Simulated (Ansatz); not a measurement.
# GeN (hypothetical, F-43m): thermal expansion from first principles, part 3 of 3

How much does GeN (hypothetical) expand with temperature? The compound is hypothetical: it was made by swapping elements on a known structure type.

Ansatz 0.2.0; DFT PBEsol, scalar-relativistic, plane waves, PAW.

So far. Step 2 (Probe on a coarse mesh): The start is under -18 GPa at this level and looks like a metal on this mesh. Step 5 (Tight relaxation): The residual pressure is 0.0076 GPa, small enough for phonons.

### Step 7. The quasi-harmonic study, q-mesh 4×4×4

The study relaxes the crystal at several strains, solves the phonons on some of them and minimises the free energy at each temperature (static energy, vibrations, the electrons in a metal, and PV under a set pressure); the q-mesh sets how far the force constants reach.

The input, input.yaml:

```yaml
crystal:
  lattice:
    - [0.0, 2.3633083058, 2.3633083058]
    - [2.3633083058, 0.0, 2.3633083058]
    - [2.3633083058, 2.3633083058, 0.0]
  atoms:
    - { symbol: Ge, position: [0.0, 0.0, 0.0] }
    - { symbol: "N", position: [0.75, 0.75, 0.75] }
kpoints:
  mp_grid: { grid: [16, 16, 16] }
hamiltonian:
  xc: pbesol
scf:
  occupations: { method: methfessel_paxton, width: 0.15 }
output:
  eigenvalues: true
phonons:
  method: dfpt
  qmesh: [4, 4, 4]
  temperatures: { t_max: 1200.0, t_step: 50 }
  thermal_expansion: {}
```

Launch:

```
ansatz run input.yaml --threads 4 --pin off --max-ram 8192MiB --backend cpu --events-out ev --progress --plain --runs-dir out
```

Numbers of over 12 decimals in the logs are rounded to 6 here.

Log:

```text
The last accepted step is kept in <dir> (removed where the run ends without a failure and the disk answers)
Engine: ansatz 0.2.0, aarch64-unknown-linux-gnu
Pseudopotentials: kind: paw
Pseudopotential: Ge, paw, valence charge 14, recommended cutoff 420 eV (normal), Ge.paw.azcp
Pseudopotential: N, paw, valence charge 5, recommended cutoff 420 eV (normal), N.paw.azcp
Functional definition: PBEsol
  exchange = pbesol_x
  correlation = pbesol_c
Crystal: 2 atoms, lattice volume = 26.399 Å³
Basis set: ecut = 487.2 eV, 645 PW (Γ), exchange–correlation on 50×50×50 points (8 copies of the dense FFT grid, shifted against one another)
Bands: 14, of which v1, the nominal top of the filled ones, is band 10 counted from 1 (9 counted from 0)
Symmetry: 24 space group operations
Space group: F-43m (ITA 216), of the structure as read, at distance tolerance 3.0e-5 Å
k-points: 145 of 4096 (time reversal used)
Non-local potential: Ge, projectors of the file, l = 0: 2, l = 1: 2, l = 2: 3, l = 3: 1
Non-local potential: N, projectors of the file, l = 0: 2, l = 1: 2, l = 2: 1
PAW form: soft (Blöchl's): semilocal exchange-correlation on the pseudo side does not see the compensation charge
PAW frozen core: Ge, regenerated for the run's functional, and the local potential with it (the file was generated under x = pbe(κ = 0.804, μ = 0.219515), c = pbe(β = 0.066725))
PAW frozen core: N, regenerated for the run's functional, and the local potential with it (the file was generated under x = pbe(κ = 0.804, μ = 0.219515), c = pbe(β = 0.066725))
PAW one-centre angular grid: Ge, 590 points (default); XC on 64 Gauss nodes
PAW one-centre angular grid: N, 110 points (default); XC on 64 Gauss nodes
Initial density: superposition of atomic densities (neutral atoms: chi_scale 0, normalization atom), corrected by the library's trained network
Initial wavefunctions: pseudopotential atomic-orbital guess
Functional: x = pbesol(κ = 0.804, μ = 0.123457), c = pbesol(β = 0.046)
SCF iter   1: F=—  HF=-4631.023270 eV  |F-HF|=—  |Δ(HF+E_count)|=         —  Δρ=2.16e-2  dr2=1.53e-1  ethr=1.77e-3  ⟨swp⟩=5.0  Hψ=10810  notcnv=0
preconditioner: auto → none  [metal: Δε(μ)=0.003 eV  Ē_g=22.677 eV  σ=0.150 eV  W_gap=0.02  n_scr=8 (ndim 8)  ℏωp=31.5 eV  f_vac=0.008  D(μ)=1.65/eV (n_scr^D=14)  sad-step TF]
SCF iter   2: F=—  HF=-4631.003903 eV  |F-HF|=—  |Δ(HF+E_count)|=   1.94e-2  S|Δr|=    0.00e0  Δρ=1.47e-2  dr2=7.52e-2  ethr=8.08e-4  ⟨swp⟩=1.0  Hψ=3190  notcnv=0
SCF iter   3: F=—  HF=-4630.986931 eV  |F-HF|=—  |Δ(HF+E_count)|=   1.70e-2  S|Δr|=    0.00e0  Δρ=1.78e-3  dr2=4.19e-4  ethr=3.96e-4  ⟨swp⟩=2.2  Hψ=2907  notcnv=0
[...]
E_local      = -2421.591704  (includes V_loc(G=0)·N_el)
  E_nonlocal   = 467.382188
  E_hartree    = 1033.182687
  E_xc         = -133.747506
  E_vxc        = -139.781390  (∫ρ·V_xc dr)
  E_paw        = -2101.044648  (= ΣΔE_a)
  E_vpaw       = -331.668241  (= ΣTr[D̂ρ^β])
  E_aug_tail   = 0.000027  (compensation charges beyond the density's cutoff)
  E_ewald      = -1714.457749
  E_core_change = 0.946035  (= ΣΔE_core)
  E_smearing   = -0.002257  (= −TS)
  E_closure    = 0.000000  (closes the sum)
  Σ components = -4630.986359   (vs F -4630.986359, Δ=0.00e0)
--- Forces (eV/Å), atoms counted from 1 ---
  atom   1  Ge     0.00000000    -0.00000000     0.00000000
  atom   2  N     -0.00000000     0.00000000    -0.00000000
  max |Σ_I F_I| component: 1.11e-16 eV/Å
--- Stress (GPa, compression-positive) ---
       -0.003355      -0.000000       0.000000
        0.000000      -0.003355       0.000000
       -0.000000       0.000000      -0.003355
  P = ⅓ Tr σ = -0.0034 GPa (-0.034 kbar)
--- Band table (eV; the first three rows and the last of 145) ---
  k-point 0: bands = [... 6 lower, 7.5093, 7.5472, 7.5472, 7.5472, 15.3383, 15.3383, 15.3383, 21.4214]
  k-point 1: bands = [... 6 lower, 6.5367, 7.5063, 7.5063, 8.4114, 15.1785, 15.4035, 15.4035, 21.7727]
  k-point 2: bands = [... 6 lower, 5.4728, 7.3942, 7.3942, 9.1395, 14.8633, 15.5719, 15.5719, 22.4530]
  k-point 144: bands = [... 6 lower, 1.0664, 4.2601, 4.3684, 13.2423, 13.4697, 15.5885, 18.0852, 19.6326]
── thermal expansion: 3 new cells, 3 in all ──
thermal expansion: relaxation of cell 2
thermal expansion: relaxation of cell 3
── thermal expansion: 2 new cells, 5 in all ──
thermal expansion: relaxation of cell 4
thermal expansion: lower-state search of cell 4
thermal expansion: electrons of cell 4
thermal expansion: phonons of cell 4
WARN: thermal expansion, phonons of cell 4: eigensolver did not converge (k=22): 1 band(s) unlocked after 20 sweeps at ethr=1.00e-12 eV (lowest unlocked band 13, counted from 0; max residual 4.67e-6 eV among the unlocked bands, 4.67e-6 eV over every band)
WARN: thermal expansion: eigensolver_not_converged in the phonons of 1 cell: 4
WARN: thermal expansion: vibrations_at_or_below_zero in the phonons of 1 cell: 4
this run last wrote the structure of step 1 to <dir>
--- Relaxed structure (1 steps of the walk, 1 accepted, 0 SCFs on fresh bases) ---
  F+E_penalty+E_count = -4630.98635887 eV   max|allowed force component| = 4.626e-16 eV/Å
  atoms:
    - { symbol: Ge, position: [0.0, 0.0, 0.0] }
    - { symbol: N, position: [0.750000, 0.750000, 0.750000] }
--- Thermal expansion: 5 cells in 2 rounds, 0 GPa ---
  no lower state was reached at cell 4; its state was not examined: fill_not_monotonic
  not told: vibrations stand at or below zero in cell 4 (2.484 modes a cell, the lowest at -389.3 cm⁻¹): the crystal is at no minimum there, or its k-points are too few: type the crystal that it becomes, another pressure, or a denser kpoints.mp_grid, in a new run
  eigensolver_not_converged in the phonons of 1 cell: 4
  vibrations_at_or_below_zero in the phonons of 1 cell: 4
Error: vibrations stand at or below zero in cell 4 (2.484 modes a cell, the lowest at -389.3 cm⁻¹): the crystal is at no minimum there, or its k-points are too few: type the crystal that it becomes, another pressure, or a denser kpoints.mp_grid, in a new run
[key lines of the parts left out:]
SCF converged after 8 iterations
Free energy (F): -4630.986359 eV
Fermi energy:    11.447759 eV
```

Elapsed: 7.8 min, on 4 threads of Arm Neoverse V2, shared host; peak memory 4.3 GiB; 30 min of CPU time.

The run ended with an error.

The program's message: “vibrations stand at or below zero in cell 4 (2.484 modes a cell, the lowest at -389.3 cm⁻¹): the crystal is at no minimum there, or its k-points are too few: type the crystal that it becomes, another …”

### Step 8. Phonons of the refused cell

The study refused this cell, so its phonons are run alone to see which modes are imaginary.

input.yaml, the sections that differ from step 7:

```yaml
phonons:
  method: dfpt
  qmesh: [4, 4, 4]
  temperatures: { t_max: 1000, t_step: 50 }
  qpath:
    path:
      - [[0.0, 0.0, 0.0], [-0.5, -0.5, 0.0], [-0.375, -0.375, 0.25]]
      - [[-0.375, 0.0, 0.375], [0.0, 0.0, 0.0], [0.0, 0.0, 0.5], [-0.5, -0.25, 0.25], [-0.5, -0.5, 0.0]]
    npoints: 10
# crystal, kpoints, hamiltonian, scf, output: as in step 7
```

Log:

```text
[...]
Crystal: 2 atoms, lattice volume = 26.399 Å³
Basis set: ecut = 420 eV, 531 PW (Γ), exchange–correlation on 48×48×48 points (8 copies of the dense FFT grid, shifted against one another)
Bands: 14, of which v1, the nominal top of the filled ones, is band 10 counted from 1 (9 counted from 0)
Symmetry: 24 space group operations
k-points: 145 of 4096 (time reversal used)
[...]
SCF iter   1: F=—  HF=-4631.018041 eV  |F-HF|=—  |Δ(HF+E_count)|=         —  Δρ=2.17e-2  dr2=1.54e-1  ethr=1.77e-3  ⟨swp⟩=5.0  Hψ=10556  notcnv=0
[...]
SCF iter   8: F=-4630.980948 eV  HF=-4630.980948 eV  |F-HF|=9.09e-13  |Δ(HF+E_count)|=  1.84e-10  S|Δr|=    0.00e0  Δρ=4.46e-8  dr2=1.91e-13  ethr=1.00e-12  ⟨swp⟩=5.5  Hψ=7786  notcnv=0
SCF 1 converged in 8 iterations: F = -4630.980948 eV  dr2 = 1.91e-13
[...]
phonons: the bands overlap, so this run is a metal and interpolates without the dipole-dipole term. If the crystal is really an insulator or semiconductor, its LO-TO splitting is missing
NSCF: frozen V_eff on 145 k-points
[...]
DFPT response loops at q = (0, 0, 0) (fractional): preconditioner auto → Kerker (q_TF=auto, 2.583 Å⁻¹) (partly filled bands, converged f_vac=0.002); β = 1.00, the filter's whole step (`scf.mixing.beta` (0.50) is not read by the response loops under this deck's `scf.mixing.preconditioner`; to damp them name `kerker` or `kerker_dos`, under which they read `scf.mixing.beta`, and type it under 1.00, their step now; both keys bind the ground state too); Broyden in place of MSR1
[...]
SCF converged after 8 iterations
[...]
Free energy (F): -4630.980948 eV
[...]
Internal energy: -4630.978695 eV  (E = F + TS)
E sigma→0 (E₀):  -4630.980385 eV
Entropy (-TS):   -0.002254 eV (-1.127 meV/atom)
Fermi energy:    11.447757 eV
[...]
--- Band table (eV; the first three rows and the last of 145) ---
  k-point 0: bands = [... 6 lower, 7.5083, 7.5471, 7.5471, 7.5471, 15.3385, 15.3385, 15.3385, 21.4216]
  k-point 1: bands = [... 6 lower, 6.5362, 7.5062, 7.5062, 8.4109, 15.1786, 15.4037, 15.4037, 21.7729]
  k-point 2: bands = [... 6 lower, 5.4724, 7.3941, 7.3941, 9.1390, 14.8635, 15.5720, 15.5720, 22.4532]
  k-point 144: bands = [... 6 lower, 1.0664, 4.2605, 4.3684, 13.2426, 13.4699, 15.5883, 18.0863, 19.6333]
--- Phonons (Γ-DFPT): 2 representative perturbations + reference (Σ response iterations 7) ---
  ASR residual: 7.046e-6 → 0.000e0 eV/Å²; symmetrization residual: 1.769e-6 eV/Å²
  ASR residual per site (eV/Å²): 7.05e-6 5.35e-6
  Γ frequencies (cm⁻¹): 0.00 0.00 0.00 339.81 339.81 339.81
--- Phonons (arbitrary-q DFPT): 8 irreducible q on the 4×4×4 mesh ---
  q = [0.0000, 0.0000, 0.0000] (star 1, of the zone-centre solve; hermiticity 7.10e-7, symmetrization 1.17e-12): -0.00 0.00 0.00 339.81 339.81 339.81
  q = [0.0000, 0.0000, 0.2500] (star 8, 2 solved perturbations on 2176 of 4096 k-point pairs; hermiticity 3.45e-7, symmetrization 2.26e-13): -231.00 36.10 36.10 209.71 363.04 363.04
[...]
q = [0.0000, 0.2500, 0.2500] (star 6, 4 solved perturbations in 3616 linear systems a pass and spin channel, the states on 1160 of 4096 k-point pairs; hermiticity 4.23e-7, symmetrization 2.75e-13): -134.98 -80.79 -80.79 146.77 321.38 321.38
[...]
sum rule: each row above includes the acoustic sum rule's correction from the zone centre's row sums; it moved no ω² by more than (0.32 cm⁻¹)²
  mesh force constants: q→R imaginary residual 3.49e-18; ASR residual 7.046e-6 → 0.000e0 eV/Å²; symmetrization residual 2.665e-15 eV/Å²
  interpolated dispersion: 62 rows × 6 modes
  density of states and harmonic sums: on the 24×24×24 q-mesh, interpolated from the force constants of a 4×4×4 supercell (no non-analytic term)
  largest difference from the sums on the solved wave vectors: F 3.92e-2 eV, S 5.72e-5 and C_V 1.79e-5 eV/K
  zero-point energy: 0.049778 eV/cell   skipped modes (ω ≤ 0): 1090, of them read as no rigid motion or as one in doubt: 1087 (2.740e0 modes/cell left out, lowest -391.59 cm⁻¹)   left out of the sums: 4.57e-1 of the cell's modes: C_V's classical limit lies that fraction below 3 k_B per atom; for a crystal, a wire or a layer, F and S can be off by more, and a phonons.interpolated_qmesh denser along its periods is the remedy for the sampling
```

Elapsed: 3.9 min, on 4 threads; peak memory 3.7 GiB; 15 min of CPU time.

Numbers from this step:

| Quantity | Value |
| --- | --- |
| Γ frequencies | 0, 0, 0, 339.8, 339.8, 339.8 cm⁻¹ (negative: imaginary) |
| lowest frequency on the path | -389.8 cm⁻¹ |
| point group | -43m |
| highest frequency | 369.3 cm⁻¹ |

No LO-TO term. The phonon branches at the labelled points (cm⁻¹):

```tsv
point	branch 1	branch 2	branch 3	branch 4	branch 5	branch 6
Γ	0	0	0	340	340	340
halfway	-135	-81	-81	147	321	321
X	-131	110	110	178	286	286
halfway	-225	-67	87	202	261	279
U	-350	-170	-43	220	228	279
jump to K	-350	-170	-43	220	228	279
halfway	-236	-141	-32	197	280	367
Γ	0	0	0	340	340	340
halfway	-231	36	36	210	363	363
L	-388	53	53	205	353	353
halfway	-374	-171	-85	209	252	302
W	-381	-197	-124	227	229	236
halfway	-279	-123	31	212	252	262
X	-131	110	110	178	286	286
```

The phonon branches as a text plot (rows in cm⁻¹):

```
    352 |****                ***********************
    320 | *  ****           *    *   *  *          ***
    288 |  *     ***********    *   *    *          * **       **
    257 |              **      *  **      *          ** **  ***
    225 |   *           *******            **          *******
    194 |    **       **    ******           ***********      ***
    162 |      * *****
    131 |       *
     99 |           ****                                       **
     68 |         **    *                      ***            **
     36 |                                  ****   **
      5 |***                     **********
    -27 | ***            *      *   **  *           *
    -59 |   ***  *     *  ** ***  ***    *         * *       *
    -90 |    ****           *     **      *         * **    * *
   -122 |      *    **  *        *                      ****
   -153 |       ****  *  *      **         *         *       * **
   -185 |                 ** ***                      *******
   -216 |              *    *               *
   -248 |                       *                             *
   -279 |               *                    *
   -311 |                      *                             *
   -342 |                **                   *             *
   -374 |                  ****                *************
         Γ           X  U|K            Γ         L        W     X
```

Tetrahedra on 24 24 24, mean over bins of 10 cm⁻¹. Phonon density of states against wavenumber; read off at these points:

```tsv
wavenumber (cm⁻¹)	phonon density of states (1/cm⁻¹/cell)
-395	1.4e-4
-375	0.0147
-365	0.00874
-345	0.00536
-315	0.00379
-285	0.00305
-265	0.00271
-235	0.00238
-205	0.00321
-185	0.0104
-155	0.00777
-125	0.00735
-105	0.0104
-75	0.0169
-45	0.0103
-25	0.00569
5	0.00385
25	0.00389
55	0.00145
85	9.0e-4
105	3.2e-4
135	0
165	0.00246
185	0.00783
205	0.0435
215	0.0148
245	0.0140
265	0.0147
285	0.0190
295	0.0151
325	0.0125
345	0.0169
375	0
```

No LO-TO term. Modes at Γ, with each element's share of the kinetic energy:

```tsv
mode	frequency (cm⁻¹)	symmetry	Ge %	N %
1	0.0	T2	84	16
2	0.0	T2	84	16
3	0.0	T2	84	16
4	339.8	T2	16	84
5	339.8	T2	16	84
6	339.8	T2	16	84
```

Displacements in mode 5 (339.8 cm⁻¹), the largest set to 1:
```
Ge1  0.00  0.12 -0.19
N2   0.00 -0.61  1.00
```

Lowest modes at the softest wavevector of the mesh; phase exp(i q.(R + tau)). Modes at q = (0.500, 0.500, 0.500), with each element's share of the kinetic energy (negative means imaginary):

```tsv
mode	frequency (cm⁻¹)	Ge %	N %
1	-388.4	2	98
2	53.3	85	15
3	53.3	85	15
4	205.0	98	2
5	352.7	15	85
6	352.7	15	85
```

Displacements in mode 1 (-388.4 cm⁻¹), the largest set to 1, in the home cell:
```
Ge1 0.06 0.06 0.06
N2  1.00 1.00 1.00
```

Displacements in mode 2 (53.3 cm⁻¹), the largest set to 1, in the home cell (x, y, z of the real part, then of the imaginary part):
```
Ge1 -0.09  1.00 -0.91  0.10 -0.04 -0.06
N2  -0.08  0.94 -0.86  0.10 -0.04 -0.06
```

The modes has structure finer than the step of the table below, so its rows give means over 20 cm⁻¹, whole bins alone (the curve runs from -401 to 390 cm⁻¹). Peaks (cm⁻¹: height): Ge -72.5: 0.0107, 22.1: 0.00459, 206.2: 0.0317; N -376.1: 0.0124, -192.0: 0.0068, -77.5: 0.00493, 280.9: 0.0122, 345.6: 0.0126.

Phonopy on the run's constants, 21x21x21 mesh, Gaussian sigma 5.7 cm⁻¹. The modes by wavenumber; means over each step; values in 1/cm⁻¹/cell:

```tsv
wavenumber (cm⁻¹)	Ge	N
-380	5.2e-5	0.00918
-360	6.4e-5	0.00783
-340	6.4e-5	0.00501
-320	6.3e-5	0.00370
-300	8.4e-5	0.00348
-280	9.2e-5	0.00271
-260	1.1e-4	0.00246
-240	1.3e-4	0.00242
-220	2.1e-4	0.00192
-200	0.00235	0.00491
-180	0.00389	0.00562
-160	0.00363	0.00455
-140	0.00384	0.00346
-120	0.00483	0.00377
-100	0.00681	0.00425
-80	0.00964	0.00473
-60	0.0104	0.00406
-40	0.00732	0.00235
-20	0.00389	9.5e-4
0	0.00118	2.9e-4
20	0.00391	9.7e-4
40	0.00385	0.00103
60	0.00108	3.3e-4
80	8.2e-4	3.2e-4
100	4.4e-4	1.4e-4
120	4.6e-5	1.2e-5
140	3.2e-4	1.3e-5
160	0.00193	1.2e-4
180	0.00647	4.2e-4
200	0.0242	0.00197
220	0.0136	0.00259
240	0.00888	0.00512
260	0.00673	0.00779
280	0.00643	0.0114
300	0.00461	0.00995
320	0.00329	0.00930
340	0.00294	0.0113
360	0.00168	0.00813
380	1.4e-4	7.2e-4
```

The lowest solved frequency is -388 cm⁻¹, so the cell is unstable here and gives no valid free energy.

### Step 9. Results

- lowest frequency at the solved wavevectors: -388 cm⁻¹

With imaginary harmonic modes at the relaxed cell the quasi-harmonic free energy is undefined, so no expansion is obtained for this phase at this level. The softest solved mode is 388i cm⁻¹ at q = (0, 0, -0.5), and 7 of 8 solved wavevectors carry a mode beyond 8i cm⁻¹. In a metal soft modes also hang on the k-mesh and the smearing, which were not converged here. The program warned that a few bands missed the eigensolver's threshold in at least one of the runs. The PAW files were made for PBE and are used here under another functional, for which the program regenerates the frozen cores. The cell has an odd number of electrons and the run has no spin polarisation, so it is forced to be a metal; the real compound may order or distort.

[Logs are printed without paths, hosts, clocks, repeated set-up lines and the standing remarks that a program may print on its own settings, such as how far it seeks lower states.]

[Hosts, paths, dates, database ids (printed as entryN), source tags and the programs' standing remarks are cut or masked in the printed files.]

[A step with changed settings may run another functional than the one named; its input shows which.]

[Pressures of single members of a volume series are the stress at the run's cutoff; with an incomplete basis they can lie off −dE/dV of the same runs, and they are not shown converged.]
